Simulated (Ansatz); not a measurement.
Rows from a G0W0 calculation on Bi2Te2PbS2 (R-3m) (Ansatz 0.2.0; G0W0 on PBE, plane waves, PAW; 4×4×4 mesh, 207 empty bands, screening to 57 eV), in eV. Spin-orbit coupling is left out.

| row | k | band | start | Σx | Σc at the solution | Vxc |
| --- | --- | --- | --- | --- | --- | --- |
| A | (-0.500, -0.500, -0.500) | v2 | 7.560 | -15.777 | 1.581 | -14.118 |
| B | (-0.500, -0.500, -0.500) | c2 | 9.753 | -9.552 | -2.894 | -12.845 |
| C | (-0.500, -0.500, -0.500) | v1 | 8.373 | -15.157 | 0.419 | -14.821 |
| D | (-0.500, -0.500, -0.500) | c1 | 8.709 | -9.493 | -2.426 | -12.152 |

Work out each quasiparticle level and how far it moved.

The quasiparticle equation reads E = start + Σx + Σc(E) − Vxc.

| row | E (eV) | shift (eV) |
| --- | --- | --- |
| A | 7.481 | −0.079 |
| B | 10.151 | +0.398 |
| C | 8.456 | +0.084 |
| D | 8.941 | +0.233 |

The gap over the computed points goes from 0.34 eV to 0.49 eV.

Limits: not at the basis limit; no spin-orbit coupling.

[Runs of the session that timed out or met a known fault of the program may be left out.]

[Cells called generated may have been cut or substituted from an entry of the Crystallography Open Database or the Materials Project.]

[Hosts, paths, dates, database ids (printed as entryN), source tags and the programs' standing remarks are cut or masked in the printed files.]
